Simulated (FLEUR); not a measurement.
# Fe: parallel and opposed starts

Does Fe prefer parallel or opposed moments?

Method: LDA (VWN); all-electron FLAPW, Dirac cores, scalar-relativistic bands, in FLEUR MaX-R8.1.

This is a report of a sequence of runs, with most program output left out.

The database entry behind the starting cell differs from later determinations by our own check (an axis about 0.7 % long against later determinations), so it need not match the best structure at ambient conditions.

## (1) The starting structure

The structure is cubic, space group Im-3m (No. 229). Conventional cell: a = 2.886 Å, b = 2.886 Å, c = 2.886 Å, α = 90.00°, β = 90.00°, γ = 90.00°. Nearest to Fe lie 8 Fe at 2.50 Å.

As a file:

```xyz
1
Lattice="-1.4430 1.4430 1.4430 1.4430 -1.4430 1.4430 1.4430 1.4430 -1.4430" Properties=species:S:1:pos:R:3 pbc="T T T"
Fe    0.0000    0.0000    0.0000
```

## (2) Run 1 (ferro +)

The parallel start comes first: it shows whether parallel moments hold.

inpgen writes inp.xml from crystal.txt; cutoffs, mixing, functional, smearing and local orbitals are then set in the file. The k list default-1 (kpts.xml, not shown) is a Γ-centred 18×18×18 mesh; where the ranks do not divide the number of points, some are split in two of half the weight.

inp.xml

```
<?xml version="1.0" encoding="UTF-8" standalone="no"?>
<fleurInput fleurInputVersion="0.39">
   <comment>
      Fe
   </comment>
   <calculationSetup>
      <cutoffs Kmax="3.6" Gmax="10.8" GmaxXC="10.8" numbands="0"/>
      <scfLoop itmax="90" minDistance="0.00002" maxIterBroyd="15" imix="Anderson" alpha="0.05" precondParam="0.0" spinf="2.0" sdNocoIR="T"/>
      <coreElectrons ctail="T" frcor="F" kcrel="1" coretail_lmax="0"/>
      <xcFunctional name="vwn" relativisticCorrections="F"/>
      <magnetism jspins="2"/>
      <soc l_soc="F" theta="0.0" phi="0.0" spav="F"/>
      <expertModes spex="0" secvar="F"/>
      <geometryOptimization l_f="F" forcealpha="1.0" forcemix="BFGS" epsdisp="0.00001" epsforce="0.00001"/>
      <ldaU l_linMix="F" mixParam="0.05" spinf="1.0"/>
   </calculationSetup>
   <cell>
      <bzIntegration valenceElectrons="16.0" mode="hist" fermiSmearingEnergy="0.00183747">
         <kPointListSelection listName="default-1"/>
         <xi:include xmlns:xi="http://www.w3.org/2001/XInclude" href="kpts.xml"> </xi:include>
      </bzIntegration>
      <xi:include xmlns:xi="http://www.w3.org/2001/XInclude" href="sym.xml"> </xi:include>
      <bulkLattice scale="1.0">
         <bravaisMatrix>
            <row-1>   -2.7268747977977998     2.7268747977977998     2.7268747977977998</row-1>
            <row-2>    2.7268747977977998    -2.7268747977977998     2.7268747977977998</row-2>
            <row-3>    2.7268747977977998     2.7268747977977998    -2.7268747977977998</row-3>
         </bravaisMatrix>
      </bulkLattice>
   </cell>
   <atomSpecies>
      <species name="Iron (Fe) 2.800" element="Fe" atomicNumber="26">
         <mtSphere radius="2.3" gridPoints="761" logIncrement="0.016"/>
         <atomicCutoffs lmax="8" lnonsphr="6"/>
         <electronConfig flipSpins="F">
            <coreConfig>(1s1/2) (2s1/2) (2p1/2) (2p3/2)</coreConfig>
            <valenceConfig>(3s1/2) (3p1/2) (3p3/2) (4s1/2) (3d3/2) (3d5/2)</valenceConfig>
            <stateOccupation state="(3d3/2)" spinUp="1.4" spinDown="1.0"/>
            <stateOccupation state="(3d5/2)" spinUp="3.0" spinDown="0.6"/>
         </electronConfig>
         <energyParameters s="4" p="4" d="3" f="4"/>
         <lo type="SCLO" l="0" n="3" eDeriv="0"/>
         <lo type="SCLO" l="1" n="3" eDeriv="0"/>
      </species>
   </atomSpecies>
   <atomGroups>
      <atomGroup species="Iron (Fe) 2.800">
         <relPos label="                   1">.0000000000 .0000000000 .0000000000</relPos>
         <force calculate="T" relaxXYZ="TTT"/>
      </atomGroup>
   </atomGroups>
   <output dos="F" band="F" slice="F">
      <bandDOS minEnergy="-.5*Htr" maxEnergy="0.5*Htr" sigma="0.015" storeEVData="T"/>
      <plotting iplot="0" polar="F">
         <plot TwoD="T" vec1="  1.0  0.0  0.0" vec2="  0.0  1.0  0.0" vec3="  0.0  0.0  1.0" zero="  0.0  0.0  0.0" file="plot"/>
      </plotting>
      <moessbauerParams electricFieldGradient="F" isomerShift="T" coreHyperfine="T" valenceHyperfine="T"/>
   </output>
</fleurInput>
```

crystal.txt

```
Fe
&input film=F cartesian=F /
-1.44300000000  1.44300000000  1.44300000000
1.44300000000  -1.44300000000  1.44300000000
1.44300000000  1.44300000000  -1.44300000000
1.8897261246
1.0 1.0 1.0

1
26 0.00000000000  0.00000000000  0.00000000000 : 2.800

&kpt div1=18 div2=18 div3=18 gamma=T /
```

Launch:

```
> OMP_NUM_THREADS=1 inpgen -f crystal.txt > inpgen.log  # inp.xml is then edited as shown
> OMP_NUM_THREADS=1 mpirun -n 4 fleur_MPI > fleur.log
```

The job ended after 11 s (4 MPI ranks of Arm Neoverse N1, shared host; peak memory 0.16 GiB; 44 s of CPU time).

Numbers from this step:

```yaml
free_energy: -34574.4330 eV
program_s_band_gap_on_this_mesh_in_a_metal_only_a_level_spacing: 0.004692 eV
magnetization: 2.231 μB
final_state: ferromagnetic
largest_moment: 2.263 μB
```

After 19 cycles the largest moment stands at 2.26 μB.

## (3) Run 2 (antiferro q=(0,0,1/2) +-)

Reversing part of the moments tests the sign of the couplings between them.

The cell is doubled to 2 atoms to hold this order. The mesh is halved along the doubled vector, so that both cells sample the same points. The k list default-1 (kpts.xml, not shown) is a Γ-centred 18×18×9 mesh.

inp.xml: that of step 2 with these lines changed.

```diff
@@ -17,3 +17,3 @@
    <cell>
-      <bzIntegration valenceElectrons="16.0" mode="hist" fermiSmearingEnergy="0.00183747">
+      <bzIntegration valenceElectrons="32.0" mode="hist" fermiSmearingEnergy="0.00183747">
          <kPointListSelection listName="default-1"/>
@@ -26,3 +26,3 @@
             <row-2>    2.7268747977977998    -2.7268747977977998     2.7268747977977998</row-2>
-            <row-3>    2.7268747977977998     2.7268747977977998    -2.7268747977977998</row-3>
+            <row-3>    5.4537495955955997     5.4537495955955997    -5.4537495955955997</row-3>
          </bravaisMatrix>
@@ -44,2 +44,15 @@
       </species>
+      <species name="Iron (Fe) -2.800" element="Fe" atomicNumber="26">
+         <mtSphere radius="2.3" gridPoints="761" logIncrement="0.016"/>
+         <atomicCutoffs lmax="8" lnonsphr="6"/>
+         <electronConfig flipSpins="F">
+            <coreConfig>(1s1/2) (2s1/2) (2p1/2) (2p3/2)</coreConfig>
+            <valenceConfig>(3s1/2) (3p1/2) (3p3/2) (4s1/2) (3d3/2) (3d5/2)</valenceConfig>
+            <stateOccupation state="(3d3/2)" spinUp="1.0" spinDown="1.4"/>
+            <stateOccupation state="(3d5/2)" spinUp="0.6" spinDown="3.0"/>
+         </electronConfig>
+         <energyParameters s="4" p="4" d="3" f="4"/>
+         <lo type="SCLO" l="0" n="3" eDeriv="0"/>
+         <lo type="SCLO" l="1" n="3" eDeriv="0"/>
+      </species>
    </atomSpecies>
@@ -48,2 +61,6 @@
          <relPos label="                   1">.0000000000 .0000000000 .0000000000</relPos>
+         <force calculate="T" relaxXYZ="TTT"/>
+      </atomGroup>
+      <atomGroup species="Iron (Fe) -2.800">
+         <relPos label="                   2">.0000000000 .0000000000 1.000/2.000</relPos>
          <force calculate="T" relaxXYZ="TTT"/>
```

crystal.txt

```
Fe
&input film=F cartesian=F /
-1.44300000000  1.44300000000  1.44300000000
1.44300000000  -1.44300000000  1.44300000000
2.88600000000  2.88600000000  -2.88600000000
1.8897261246
1.0 1.0 1.0

2
26 0.00000000000  0.00000000000  0.00000000000 : 2.800
26 0.00000000000  0.00000000000  0.50000000000 : -2.800

&kpt div1=18 div2=18 div3=9 gamma=T /
```

Run time: 2.9 min. Hardware: 4 MPI ranks; peak memory 0.27 GiB.

Read from the output:

```yaml
free_energy: -69148.4532 eV
program_s_band_gap_on_this_mesh_in_a_metal_only_a_level_spacing: 0.002061 eV
magnetization: 0 μB
final_state: antiferromagnetic
largest_moment: 2.041 μB
```

It lies 206 meV a seeded atom over the first start, and its largest moment is 2.04 μB against 2.26 μB.

## (4) Start 3: no spin polarisation

A spinless run gives the zero against which the gain from the moments is read.

The k list default-1 (kpts.xml, not shown) is a Γ-centred 18×18×18 mesh.

inp.xml

```
<?xml version="1.0" encoding="UTF-8" standalone="no"?>
<fleurInput fleurInputVersion="0.39">
   <comment>
      Fe
   </comment>
   <calculationSetup>
      <cutoffs Kmax="3.6" Gmax="10.8" GmaxXC="10.8" numbands="0"/>
      <scfLoop itmax="90" minDistance="0.00002" maxIterBroyd="15" imix="Anderson" alpha="0.05" precondParam="0.0" spinf="2.0" sdNocoIR="T"/>
      <coreElectrons ctail="T" frcor="F" kcrel="1" coretail_lmax="0"/>
      <xcFunctional name="vwn" relativisticCorrections="F"/>
      <magnetism jspins="1"/>
      <soc l_soc="F" theta="0.0" phi="0.0" spav="F"/>
      <expertModes spex="0" secvar="F"/>
      <geometryOptimization l_f="F" forcealpha="1.0" forcemix="BFGS" epsdisp="0.00001" epsforce="0.00001"/>
      <ldaU l_linMix="F" mixParam="0.05" spinf="1.0"/>
   </calculationSetup>
   <cell>
      <bzIntegration valenceElectrons="16.0" mode="hist" fermiSmearingEnergy="0.00183747">
         <kPointListSelection listName="default-1"/>
         <xi:include xmlns:xi="http://www.w3.org/2001/XInclude" href="kpts.xml"> </xi:include>
      </bzIntegration>
      <xi:include xmlns:xi="http://www.w3.org/2001/XInclude" href="sym.xml"> </xi:include>
      <bulkLattice scale="1.0">
         <bravaisMatrix>
            <row-1>   -2.7268747977977998     2.7268747977977998     2.7268747977977998</row-1>
            <row-2>    2.7268747977977998    -2.7268747977977998     2.7268747977977998</row-2>
            <row-3>    2.7268747977977998     2.7268747977977998    -2.7268747977977998</row-3>
         </bravaisMatrix>
      </bulkLattice>
   </cell>
   <atomSpecies>
      <species name="Iron (Fe)" element="Fe" atomicNumber="26">
         <mtSphere radius="2.3" gridPoints="761" logIncrement="0.016"/>
         <atomicCutoffs lmax="8" lnonsphr="6"/>
         <electronConfig flipSpins="F">
            <coreConfig>(1s1/2) (2s1/2) (2p1/2) (2p3/2)</coreConfig>
            <valenceConfig>(3s1/2) (3p1/2) (3p3/2) (4s1/2) (3d3/2) (3d5/2)</valenceConfig>
            <stateOccupation state="(3d3/2)" spinUp="1.200000" spinDown="1.200000"/>
            <stateOccupation state="(3d5/2)" spinUp="1.800000" spinDown="1.800000"/>
         </electronConfig>
         <energyParameters s="4" p="4" d="3" f="4"/>
         <lo type="SCLO" l="0" n="3" eDeriv="0"/>
         <lo type="SCLO" l="1" n="3" eDeriv="0"/>
      </species>
   </atomSpecies>
   <atomGroups>
      <atomGroup species="Iron (Fe)">
         <relPos label="                   1">.0000000000 .0000000000 .0000000000</relPos>
         <force calculate="T" relaxXYZ="TTT"/>
      </atomGroup>
   </atomGroups>
   <output dos="F" band="F" slice="F">
      <bandDOS minEnergy="-.5*Htr" maxEnergy="0.5*Htr" sigma="0.015" storeEVData="T"/>
      <plotting iplot="0" polar="F">
         <plot TwoD="T" vec1="  1.0  0.0  0.0" vec2="  0.0  1.0  0.0" vec3="  0.0  0.0  1.0" zero="  0.0  0.0  0.0" file="plot"/>
      </plotting>
      <moessbauerParams electricFieldGradient="F" isomerShift="T" coreHyperfine="T" valenceHyperfine="T"/>
   </output>
</fleurInput>
```

crystal.txt

```
Fe
&input film=F cartesian=F /
-1.44300000000  1.44300000000  1.44300000000
1.44300000000  -1.44300000000  1.44300000000
1.44300000000  1.44300000000  -1.44300000000
1.8897261246
1.0 1.0 1.0

1
26 0.00000000000  0.00000000000  0.00000000000

&kpt div1=18 div2=18 div3=18 gamma=T /
```

Run time: 4.1 s. Hardware: 4 MPI ranks; peak memory 0.15 GiB; 16 s of CPU time.

This step gave:

```
free energy                                                       : -34573.9651 eV
program's band gap on this mesh (in a metal only a level spacing) : 0.001305 eV
final state                                                       : non-magnetic (no spin polarisation)
```

It lies 468 meV a seeded atom over the first start.

## (5) Ranking

Free energies are divided by the number of seeded atoms, so that cells of unlike size compare. Wavevectors q in the names are fractions of the primitive cell's reciprocal vectors.

Orders:

| start | final state | typed order kept | energy over the lowest (meV a seeded atom) | largest sphere moment (μB) | net moment (μB a primitive cell) | mesh matched | CPU time (s) |
| --- | --- | --- | --- | --- | --- | --- | --- |
| ferro + | ferromagnetic | yes | 0 | 2.263 | 2.231 | yes | 43.98 |
| antiferro q=(0,0,1/2) +- | antiferromagnetic | yes | 206.4 | 2.041 | 0 | yes | 688.8 |
| no spin polarisation | non-magnetic | - | 467.9 | 0 | 0 | yes | 16.18 |

## (6) Spin–orbit coupling, moments along [001]

Spin–orbit coupling ties the spins to the lattice and lets orbital moments form.

A new self-consistent run of the start ferro +, with the moments along z.

inp.xml: that of step 2 with these lines changed.

```diff
@@ -6,3 +6,3 @@
    <calculationSetup>
-      <cutoffs Kmax="3.6" Gmax="10.8" GmaxXC="10.8" numbands="0"/>
+      <cutoffs Kmax="3.6" Gmax="10.8" GmaxXC="10.8" numbands="36"/>
       <scfLoop itmax="90" minDistance="0.00002" maxIterBroyd="15" imix="Anderson" alpha="0.05" precondParam="0.0" spinf="2.0" sdNocoIR="T"/>
@@ -11,3 +11,3 @@
       <magnetism jspins="2"/>
-      <soc l_soc="F" theta="0.0" phi="0.0" spav="F"/>
+      <soc l_soc="T" theta="0.0" phi="0.0" spav="F"/>
       <expertModes spex="0" secvar="F"/>
```

crystal.txt: that of step 2 with these lines changed.

```diff
@@ -11,2 +11,3 @@
 
+&soc 0.0000000 0.0000000 /
 &kpt div1=18 div2=18 div3=18 gamma=T /
```

Run time: 100 s. Hardware: 4 MPI ranks; peak memory 0.32 GiB; 6.6 min of CPU time.

Numbers from this step:

```
free energy                                                       : -34574.4502 eV
program's band gap on this mesh (in a metal only a level spacing) : 0 eV
magnetization                                                     : 2.229 μB
final state                                                       : ferromagnetic
largest moment                                                    : 2.261 μB
orbital moment along the spin                                     : 0.05059 μB
```

Orbital moment in the sphere, along the spin axis by atom:

| atom | orbital moment in the sphere, along the spin axis (μB) |
| --- | --- |
| Fe1 | 0.0506 |

Fields along z, the direction of positive moments; semicore shells count as valence. Hyperfine fields at the nuclei:

| atom | core contact (T) | valence contact (T) | dipolar (T) | orbital (T) | sum (T) | density at the nucleus (e/bohr³) |
| --- | --- | --- | --- | --- | --- | --- |
| Fe1 | -54.42 | 25.54 | 0.01006 | 2.728 | -26.14 | 15068 |

## (7) Outcome

```json
{
  "lowest state found": "ferromagnetic (typed ferro +)",
  "largest site spin moment": "2.26 μB",
  "next finished state": "antiferromagnetic, 206 meV a seeded atom higher",
  "energy gained by spin polarisation": "468 meV a seeded atom",
  "hyperfine field at Fe1, along its moment": "-26.1 T",
  "orbital moment on the atom of largest spin, along its spin (spin–orbit run)": "0.0506 μB"
}
```

In words: The lowest state found is ferromagnetic, reached from the start ferro +, with moments up to 2.26 μB. The next finished state costs 206 meV a seeded atom. At Fe1 the core shells give -54.4 T and the valence and semicore s states 25.5 T along the moment, -12.8 T per μB together; orbital and dipolar parts add 2.7 T. Semilocal functionals tend to give too weak a core polarisation. The orbital moment is parallel to the spin. This is the lowest of 3 finished starts, no proof of the ground state.

[Logs and program files are shortened in this print: banners, set-up blocks, solver, clock and traceback lines can be left out without a mark of their own.]

[Logs are printed without paths, hosts, clocks, repeated set-up lines and the standing remarks that a program may print on its own settings, such as how far it seeks lower states.]

[Hosts, paths, dates, database ids (printed as entryN), source tags and the programs' standing remarks are cut or masked in the printed files.]

[Where a cell is said to come from a database of computed structures, the database is the Materials Project.]
